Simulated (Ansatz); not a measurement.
**Zn2C (model cell, started as antifluorite): the cell at rest**

Task: relax Zn2C (model cell, started as antifluorite) tightly.

Method: DFT PBEsol, scalar-relativistic, plane waves, PAW, in Ansatz 0.2.0.

The structure was built from a prototype and need not be the compound's stable phase.

## (1) The structure

Symmetry: Fm-3m, No. 225, cubic system. Conventional cell: a = 4.966 Å, b = 4.966 Å, c = 4.966 Å, α = 90.00°, β = 90.00°, γ = 90.00°. Nearest to C lie 8 Zn at 2.15 Å. Nearest to Zn lie 4 C at 2.15 Å. Farther neighbours are not listed.

## (2) Probe on a coarse mesh

First a cheap look: the gap decides the mesh and the occupations, the pressure tells how far the cell has to move.

The input, input.yaml:

```yaml
crystal:
  lattice:
    - [0.0, 2.48307, 2.48307]
    - [2.48307, 0.0, 2.48307]
    - [2.48307, 2.48307, 0.0]
  atoms:
    - { symbol: C, position: [0.0, 0.0, 0.0] }
    - { symbol: Zn, position: [0.25, 0.25, 0.25] }
    - { symbol: Zn, position: [0.75, 0.75, 0.75] }
kpoints:
  mp_grid: { grid: [6, 6, 6] }
hamiltonian:
  xc: pbesol
scf:
  occupations: { method: gaussian, width: 0.1 }
output:
  forces: true
  stress: true
  eigenvalues: true
```

On the command line:

```bash
> ansatz run input.yaml --threads 4 --pin off --max-ram 7168MiB --backend cpu --events-out ev --progress --plain --runs-dir out
```

Numbers of over 12 decimals in the logs are rounded to 6 here.

The program printed:

```text
Engine: ansatz 0.2.0, x86_64-unknown-linux-gnu
Pseudopotentials: kind: paw
Pseudopotential: C, paw, valence charge 4, recommended cutoff 420 eV (normal), C.paw.azcp
Pseudopotential: Zn, paw, valence charge 12, recommended cutoff 420 eV (normal), Zn.paw.azcp
Functional definition: PBEsol
  exchange = pbesol_x
  correlation = pbesol_c
Crystal: 3 atoms, lattice volume = 30.619 Å³
[...]
--- Band table (eV; the first three rows and the last of 16) ---
  k-point 0: bands = [... 10 lower, 7.1933, 14.1949, 14.1949, 14.1949, 14.5152, 18.4210, 18.4210, 18.4210]
  k-point 1: bands = [... 10 lower, 7.0107, 11.7377, 13.7364, 13.7364, 15.5173, 18.5518, 19.1788, 19.1788]
  k-point 2: bands = [... 10 lower, 6.5668, 8.6514, 13.1380, 13.1380, 15.6078, 19.6350, 19.6415, 19.6415]
  k-point 15: bands = [... 10 lower, 6.9129, 8.8193, 8.8597, 9.2478, 17.0221, 18.2983, 21.2496, 21.4082]
[key lines of the parts left out:]
SCF converged after 6 iterations
Free energy (F): -6806.292185 eV
Fermi energy:    14.369923 eV
P = ⅓ Tr σ = 17.9881 GPa (179.881 kbar)
```

Wall time 2.1 s (4 threads of AMD EPYC 9R45, shared host); peak memory 0.35 GiB.

A gap read on the k-mesh alone can miss the band edges.

This step gave:

| Item | Value |
| --- | --- |
| pressure | 17.99 GPa |
| volume per atom | 10.21 Å³ |
| gap on the k-mesh | 0.3203 eV |
| direct gap on mesh | 0.3203 eV |

The coarse mesh shows a gap of 0.32 eV and a pressure of 18.0 GPa.

## (3) Coarse relaxation

The start is far from rest, so a relaxation with loose tolerances brings it close first.

input.yaml, as its differences from that of step 2:

```diff
@@ -10,3 +10,3 @@
 kpoints:
-  mp_grid: { grid: [6, 6, 6] }
+  mp_grid: { grid: [8, 8, 8] }
 hamiltonian:
@@ -19 +19,6 @@
   eigenvalues: true
+relax:
+  adjacent_minimum: "off"
+  f_tol: 0.05
+  max_steps: 80
+  cell: { stress_tol: 0.5 }
```

The program printed:

```text
[...]
Crystal: 3 atoms, lattice volume = 30.619 Å³
Basis set: ecut = 420 eV, 609 PW (Γ), exchange–correlation on 48×48×48 points (8 copies of the dense FFT grid, shifted against one another)
Bands: 18, of which v1, the nominal top of the filled ones, is band 14 counted from 1 (13 counted from 0)
Symmetry: 48 space group operations
[...]
k-points: 29 of 512
[...]
F+E_penalty+E_count = -6806.47368656 eV   max|allowed force component| = 2.159e-17 eV/Å   (the final SCF, on the basis selected at the relaxed cell)
  cell:  # Å, volume = 33.6882 Å³
    - [0, 2.563397, 2.563397]
    - [2.563397, 0, 2.563397]
    - [2.563397, 2.563397, 0]
  atoms:
    - { symbol: C, position: [0, 0, 0] }
    - { symbol: Zn, position: [0.250000, 0.250000, 0.250000] }
    - { symbol: Zn, position: [0.750000, 0.750000, 0.750000] }
[key lines of the parts left out:]
SCF converged after 6 iterations
Free energy (F): -6806.473687 eV
Fermi energy:    12.502778 eV
P = ⅓ Tr σ = 0.2456 GPa (2.456 kbar)
```

Elapsed: 1.2 s, on 4 threads; peak memory 0.39 GiB; 3.6 s of CPU time.

Step by step:

```csv
step,energy less that of the first step (eV),largest force component (eV/Å),pressure (GPa),volume (Å³)
1,0.0000,0.0000,18.16,30.62
2,-0.1153,0.0000,8.45,32.07
3,-0.1523,0.0000,1.19,33.45
4,-0.1527,0.0000,0.10,33.69
5*,-0.1614,0.0000,0.25,33.69
```

Relaxation steps marked * repeat the geometry before them on a plane-wave basis chosen anew for their cell, so energy and pressure can jump there.

Forces are held to the 48 operations that the run works with; a distortion that breaks them can't arise in this run.

```csv
"conventional cell, symmetrised",before,after,change
a (Å),4.966,5.127,+3.2 %
b (Å),4.966,5.127,+3.2 %
c (Å),4.966,5.127,+3.2 %
volume (Å³/atom),10.21,11.23,+10.0 %
```

The relaxed structure:

```
C Zn
1.0
     0.00000    2.56340    2.56340
     2.56340    0.00000    2.56340
     2.56340    2.56340    0.00000
C Zn
1 2
Direct
  0.00000 0.00000 0.00000
  0.25000 0.25000 0.25000
  0.75000 0.75000 0.75000
```

This step gave:

```yaml
pressure: 0.2456 GPa
volume_per_atom: 11.23 Å³
gap_on_the_k_mesh: 0 eV
```

In this step the volume went from 10.21 to 11.23 Å³/atom.

## (4) Bringing the structure to rest

The cell and atoms are relaxed, since residual forces and stress would shift the frequencies.

The input, input.yaml:

```yaml
crystal:
  lattice:
    - [0.0, 2.563397091, 2.563397091]
    - [2.563397091, 0.0, 2.563397091]
    - [2.563397091, 2.563397091, 0.0]
  atoms:
    - { symbol: C, position: [0.0, 0.0, 0.0] }
    - { symbol: Zn, position: [0.25, 0.25, 0.25] }
    - { symbol: Zn, position: [0.75, 0.75, 0.75] }
kpoints:
  mp_grid: { grid: [12, 12, 12] }
hamiltonian:
  xc: pbesol
scf:
  occupations: { method: gaussian, width: 0.1 }
output:
  forces: true
  stress: true
  eigenvalues: true
  write_density: true
  write_potential: true
  elf: true
  volumetric_format: npy
relax:
  adjacent_minimum: "off"
  f_tol: 0.005
  max_steps: 80
  cell: { stress_tol: 0.05 }
```

The program printed:

```text
[...]
Crystal: 3 atoms, lattice volume = 33.688 Å³
Basis set: ecut = 420 eV, 645 PW (Γ), exchange–correlation on 50×50×50 points (8 copies of the dense FFT grid, shifted against one another)
Bands: 18, of which v1, the nominal top of the filled ones, is band 14 counted from 1 (13 counted from 0)
[... 1 set-up line as in the run before ...]
[...]
k-points: 72 of 1728
[...]
SCF iter   1: F=—  HF=-6806.486509 eV  |F-HF|=—  |Δ(HF+E_count)|=         —  Δρ=8.64e-3  dr2=2.67e-2  ethr=1.77e-3  ⟨swp⟩=5.3  Hψ=5981  notcnv=0
[...]
SCF iter   6: F=-6806.479035 eV  HF=-6806.479035 eV  |F-HF|=1.10e-9  |Δ(HF+E_count)|=   7.42e-8  Δρ=3.38e-6  dr2=2.86e-9  ethr=3.57e-10  ⟨swp⟩=9.2  Hψ=9220  notcnv=0
SCF 1 converged in 6 iterations: F = -6806.479035 eV  dr2 = 2.86e-9
[...]
relax step   1: F+E_penalty+E_count = -6806.47903505 eV  Δ(F+E_penalty+E_count) = +0.000e0 eV  max|allowed force component| = 3.392e-17 eV/Å  Δτ_max = 0.0000 Å  P = +0.292 GPa  Ω = 33.688 Å³  (6 SCF iters, dr2 threshold 1.00e-7 eV, accepted)
Crystal: 3 atoms, lattice volume = 33.724 Å³
[...]
SCF iter   6: F=-6806.479013 eV  HF=-6806.479013 eV  |F-HF|=2.73e-12  |Δ(HF+E_count)|=  5.46e-11  Δρ=6.49e-8  dr2=7.22e-13  ethr=1.00e-12  ⟨swp⟩=4.8  Hψ=6320  notcnv=0
SCF 2 converged in 6 iterations: F = -6806.479013 eV  dr2 = 7.22e-13
relax step   2: F+E_penalty+E_count = -6806.47901329 eV  Δ(F+E_penalty+E_count) = +2.176e-5 eV  max|allowed force component| = 4.009e-17 eV/Å  Δτ_max = 0.0000 Å  P = +0.132 GPa  Ω = 33.724 Å³  energy of the carried Pulay correction = -6.891e-5 eV  (6 SCF iters, dr2 threshold 2.13e-7 eV, accepted)
Crystal: 3 atoms, lattice volume = 33.753 Å³
[...]
SCF iter   6: F=-6806.478969 eV  HF=-6806.478969 eV  |F-HF|=9.09e-13  |Δ(HF+E_count)|=  3.64e-11  Δρ=4.76e-8  dr2=3.90e-13  ethr=1.00e-12  ⟨swp⟩=4.7  Hψ=6149  notcnv=0
SCF 3 converged in 6 iterations: F = -6806.478969 eV  dr2 = 3.90e-13
relax step   3: F+E_penalty+E_count = -6806.47896872 eV  Δ(F+E_penalty+E_count) = +4.456e-5 eV  max|allowed force component| = 1.542e-17 eV/Å  Δτ_max = 0.0000 Å  P = +0.001 GPa  Ω = 33.753 Å³  energy of the carried Pulay correction = -1.256e-4 eV  (6 SCF iters, accepted)
[...]
SCF iter   1: F=—  HF=-6806.479090 eV  |F-HF|=—  |Δ(HF+E_count)|=         —  Δρ=6.55e-6  dr2=3.40e-9  ethr=9.05e-8  ⟨swp⟩=3.0  Hψ=9717  notcnv=0
eigensolver tolerance schedule: the retry pair's looser diagonalisation over-reported the residual by 7447.77 of it (diagonalisation noise at 0.28 of the residual, at the tolerance the schedule requests for it); recorded, not acted on — ethr = c·dr2/N_el stays at c = 1.0e-1
[...]
SCF iter   2: F=—  HF=-6806.479096 eV  |F-HF|=—  |Δ(HF+E_count)|=   5.53e-6  Δρ=5.78e-6  dr2=4.68e-9  ethr=1.22e-11  ⟨swp⟩=2.9  Hψ=2652  notcnv=0
[...]
SCF iter   8: F=-6806.479096 eV  HF=-6806.479096 eV  |F-HF|=0.00e0  |Δ(HF+E_count)|=    0.00e0  Δρ=3.61e-10  dr2=4.33e-17  ethr=1.00e-12  ⟨swp⟩=2.2  Hψ=3945  notcnv=0
SCF 4 converged in 8 iterations: F = -6806.479096 eV  dr2 = 4.33e-17
relax step   4: F+E_penalty+E_count = -6806.47909571 eV  Δ(F+E_penalty+E_count) = -1.270e-4 eV  max|allowed force component| = 4.934e-17 eV/Å  Δτ_max = 0.0000 Å  P = +0.002 GPa  Ω = 33.753 Å³  stress off target by 1.76e-3 GPa  SCF on the basis re-selected at this cell (its energy is not comparable with the rows above)  (8 SCF iters)
[...]
SCF converged after 8 iterations
Free energy (F): -6806.479096 eV
[...]
Internal energy: -6806.478964 eV  (E = F + TS)
E sigma→0 (E₀):  -6806.479030 eV
Entropy (-TS):   -0.000132 eV (-0.044 meV/atom)
Fermi energy:    12.477140 eV
[...]
--- Stress (GPa, compression-positive) ---
        0.001756      -0.000000      -0.000000
        0.000000       0.001756      -0.000000
       -0.000000       0.000000       0.001756
  P = ⅓ Tr σ = 0.0018 GPa (0.018 kbar)
--- Band table (eV; the first three rows and the last of 72) ---
  k-point 0: bands = [... 10 lower, 5.5977, 12.3710, 12.4290, 12.4290, 12.4290, 16.5488, 16.5488, 16.5488]
  k-point 1: bands = [... 10 lower, 5.5590, 11.3433, 12.3030, 12.3030, 13.1114, 16.4574, 16.7611, 16.7611]
  k-point 2: bands = [... 10 lower, 5.4478, 10.0027, 12.0155, 12.0155, 13.4523, 16.5296, 17.2360, 17.2360]
  k-point 71: bands = [... 10 lower, 5.6647, 7.3367, 7.4350, 7.4350, 16.3353, 17.7091, 17.7138, 17.7138]
--- Relaxed structure (3 steps of the walk, 3 accepted, 1 SCFs on fresh bases) ---
[...]
cell:  # Å, volume = 33.7533 Å³
    - [0, 2.565047, 2.565047]
    - [2.565047, 0, 2.565047]
    - [2.565047, 2.565047, 0]
  atoms:
    - { symbol: C, position: [0, 0, 0] }
    - { symbol: Zn, position: [0.250000, 0.250000, 0.250000] }
    - { symbol: Zn, position: [0.750000, 0.750000, 0.750000] }
```

Run time: 1.7 s. Hardware: 4 threads; peak memory 0.44 GiB; 5.7 s of CPU time.

Little changed from the start: no atom moved by 0.005 Å and no cell edge by 0.1 %.

Numbers from this step:

| Item | Value |
| --- | --- |
| pressure | 0.001756 GPa |
| volume per atom | 11.25 Å³ |

ELF in the ac plane of a cell with a along [110], b along [-110] and c along [001] of the cube at fractional y = 0.000, with atoms of C and Zn within 0.2 Å of it. It is the smooth field of the valence electrons, not physical close to the nuclei.

Ten even steps from '0' (0.00) to '9' (0.72), each cell a mean:
```
59942237965994223796
99621124899962112489
86310002588631000258
43210002344321000234
12220012211222001221
01222222100122222210
00122222100012222210
00122222100012222210
11221122111122112211
22210012222221001222
64210002356421000235
98420013699842001369
89732225998973222599
28953248942895324894
```
Columns run along a (7.3 Å), rows up along c (5.1 Å), edges of the conventional cell, whose origin can differ from the input's. Atoms in or near the plane, at fractional coordinates: C at (0.00, 0.00), C at (0.50, 0.00), Zn at (0.25, 0.25), Zn at (0.75, 0.25), Zn at (0.25, 0.75), Zn at (0.75, 0.75).

Valence density in the ac plane of a cell with a along [110], b along [-110] and c along [001] of the cube at fractional y = 0.000, with atoms of C and Zn within 0.2 Å of it. It is the smooth field of the valence electrons, not physical close to the nuclei.

Ten steps, logarithmic in the rise over the least value, from '0' (0 e/Å³) to '9' (31 e/Å³), each cell a mean:
```
33211111233321111123
22123421222212342122
11137852111113785211
00148962100014896210
00125641000012564100
00012210000001221000
00001100000000110000
00001110000000111000
00013421000001342100
00137852000013785200
11148962111114896211
21125642122112564212
32212211233221221123
33211111333321111133
```
Columns run along a (7.3 Å), rows up along c (5.1 Å), edges of the conventional cell, whose origin can differ from the input's. Atoms in or near the plane, at fractional coordinates: C at (0.00, 0.00), C at (0.50, 0.00), Zn at (0.25, 0.25), Zn at (0.75, 0.25), Zn at (0.25, 0.75), Zn at (0.75, 0.75).

Electrostatic potential energy in the ac plane of a cell with a along [110], b along [-110] and c along [001] of the cube at fractional y = 0.000, with atoms of C and Zn within 0.2 Å of it. With pseudopotentials it is smooth inside the atoms' cores, unlike the true potential.

Ten even steps from '_' (-38 eV) to '@' (14 eV), each cell a mean:
```
__--%%@@%%%%%%@@**..__--%%@@%%%%%%@@**..
++##%%##====++%%%%**++##%%##====++%%%%**
@@@@%%==....--**@@@@@@@@%%==....--**@@@@
@@@@%%--..__::**@@@@@@@@%%--..__::**@@@@
@@@@%%++::::==##@@@@@@@@%%++::::==##@@@@
@@@@@@%%**++##@@@@@@@@@@@@%%**++##@@@@@@
@@@@@@@@@@%%@@@@@@@@@@@@@@@@@@%%@@@@@@@@
@@@@@@@@%%%%%%@@@@@@@@@@@@@@%%%%%%@@@@@@
@@@@@@##====++%%@@@@@@@@@@##====++%%@@@@
@@@@%%==....--**@@@@@@@@%%==....--**@@@@
@@@@%%--____::**@@@@@@@@%%--____::**@@@@
%%@@%%++::::==##@@%%%%@@%%++::::==##@@%%
::**%%%%****##%%##--::**%%%%****##%%##--
__::%%@@@@%%@@@@++____::%%@@@@%%@@@@++__
```
Columns run along a (7.3 Å; values clipped at the 3rd and 97th percentile), rows up along c (5.1 Å), edges of the conventional cell, whose origin can differ from the input's. Atoms in or near the plane, at fractional coordinates: C at (0.00, 0.00), C at (0.50, 0.00), Zn at (0.25, 0.25), Zn at (0.75, 0.25), Zn at (0.25, 0.75), Zn at (0.75, 0.75).

In this step the volume went from 11.23 to 11.25 Å³/atom.

## (5) Tight relaxation

Phonons need a cell at rest on their own settings, so the relaxation is repeated with tight tolerances on forces and stress on the k mesh and occupations of the first response run.

The input, input.yaml:

```yaml
crystal:
  lattice:
    - [0.0, 2.5650471037, 2.5650471037]
    - [2.5650471037, 0.0, 2.5650471037]
    - [2.5650471037, 2.5650471037, 0.0]
  atoms:
    - { symbol: C, position: [0.0, 0.0, 0.0] }
    - { symbol: Zn, position: [0.25, 0.25, 0.25] }
    - { symbol: Zn, position: [0.75, 0.75, 0.75] }
kpoints:
  mp_grid: { grid: [12, 12, 12] }
hamiltonian:
  xc: pbesol
scf:
  occupations: { method: methfessel_paxton, width: 0.15 }
output:
  forces: true
  stress: true
  eigenvalues: true
relax:
  adjacent_minimum: "off"
  f_tol: 0.001
  max_steps: 60
  cell: { stress_tol: 0.01 }
```

The program printed:

```text
[...]
Crystal: 3 atoms, lattice volume = 33.753 Å³
Basis set: ecut = 420 eV, 645 PW (Γ), exchange–correlation on 50×50×50 points (8 copies of the dense FFT grid, shifted against one another)
Bands: 18, of which v1, the nominal top of the filled ones, is band 14 counted from 1 (13 counted from 0)
[... 1 set-up line as in the run before ...]
[...]
k-points: 72 of 1728
[...]
--- Relaxed structure (1 steps of the walk, 1 accepted, 1 SCFs on fresh bases) ---
[...]
cell:  # Å, volume = 33.7533 Å³
    - [0.0, 2.5650471037, 2.5650471037]
    - [2.5650471037, 0.0, 2.5650471037]
    - [2.5650471037, 2.5650471037, 0.0]
  atoms:
    - { symbol: C, position: [0.0, 0.0, 0.0] }
    - { symbol: Zn, position: [0.25, 0.25, 0.25] }
    - { symbol: Zn, position: [0.75, 0.75, 0.75] }
[key lines of the parts left out:]
SCF converged after 6 iterations
Free energy (F): -6806.478924 eV
Fermi energy:    12.440434 eV
P = ⅓ Tr σ = -0.0007 GPa (-0.007 kbar)
```

It took 0.94 s on 4 threads; peak memory 0.44 GiB; 2.9 s of CPU time.

Little changed from the start: no atom moved by 0.005 Å and no cell edge by 0.1 %.

This step gave:

```
pressure : -6.65e-4 GPa
```

The forces vanish by symmetry and the pressure is -0.001 GPa, within the tolerances set. The cell now holds 11.25 Å³/atom.

## (6) Summary of results

```yaml
space_group_after_relaxation_within_0p01_a: Fm-3m
lattice_constant_a: 5.130 Å
lattice_constant_b: 5.130 Å
lattice_constant_c: 5.130 Å
volume_per_atom: 11.3 Å³
```

What this shows: The forces vanish by symmetry and the pressure is -0.001 GPa, within the tolerances set. The cell now holds 11.25 Å³/atom. The relaxation keeps the symmetry of its start, so it says nothing on stability against lower symmetry. The starting cell was built on a prototype and not taken from a measurement, so the phase need not exist.

[Logs are printed without paths, hosts, clocks, repeated set-up lines and the standing remarks that a program may print on its own settings, such as how far it seeks lower states.]

[Hosts, paths, dates, database ids (printed as entryN), source tags and the programs' standing remarks are cut or masked in the printed files.]
